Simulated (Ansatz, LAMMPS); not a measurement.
## Li+ FSI- in diglyme and fluoroethylene carbonate at 350 K (132 atoms): a reference run and its variants

Density of this cell: 1.17 g/cm³. The cell holds 132 atoms: 33 C, 25 O, 65 H, 5 F, 1 N, 2 S and 1 Li. Cell: a = 11.383 Å, b = 11.383 Å, c = 11.383 Å, α = 90.0°, β = 90.0°, γ = 90.0°. 4 diglyme, 3 fluoroethylene carbonate, 1 Li+, 1 FSI- placed at random, at 1.17 g/cm³; overlaps pushed apart, then 10 ps at 550 K with Joung-Cheatham ions (J. Phys. Chem. B 112, 9020 (2008)); MMFF94 bonds, angles, torsions, charges and radii (Halgren, J. Comput. Chem. 17, 490 (1996)) in harmonic and 12-6 forms; charges of ions scaled by 0.8. Snapshot after 30 ps at 350 K and fixed volume.

Geometry: as built.

Reference run: Kohn-Sham DFT, PBE+D3(BJ), PAW (set soft_2), plane waves (Ansatz 0.2.0), cutoff 750 eV, Γ point, fixed occupations.

```
r.m.s. force component                           : 0.9449 eV/Å
gap (highest filled to lowest empty level) : 3.464 eV
SCF cycles                                       : 10
time                                             : 28 s on 4 threads of Arm Neoverse V1, shared host
```

Variants, in no order:
A. support functions medium, spacing 0.27 Å
B. support functions medium, spacing 0.324 Å
C. support functions high

Q: Order the variants from the smallest to the largest r.m.s. change of the forces.

C, A, B.

| variant | Δ force, r.m.s. (meV/Å) | share of r.m.s. force (%) | time over the reference's |
| --- | --- | --- | --- |
| C. support functions high | 0.52 | 0.0551 | 26 |
| A. support functions medium, spacing 0.27 Å | 3.52 | 0.373 | 2.5 |
| B. support functions medium, spacing 0.324 Å | 62.6 | 6.62 | 2.1 |

[Logs are printed without paths, hosts, clocks, repeated set-up lines and the standing remarks that a program may print on its own settings, such as how far it seeks lower states.]

[Hosts, paths, dates, database ids (printed as entryN), source tags and the programs' standing remarks are cut or masked in the printed files.]

[The MMFF94 radii named for the starting cell were scaled by 0.96; in molecules described by MMFF94, hydrogen bound to N, O or S took a small fixed 12-6 site in their place.]
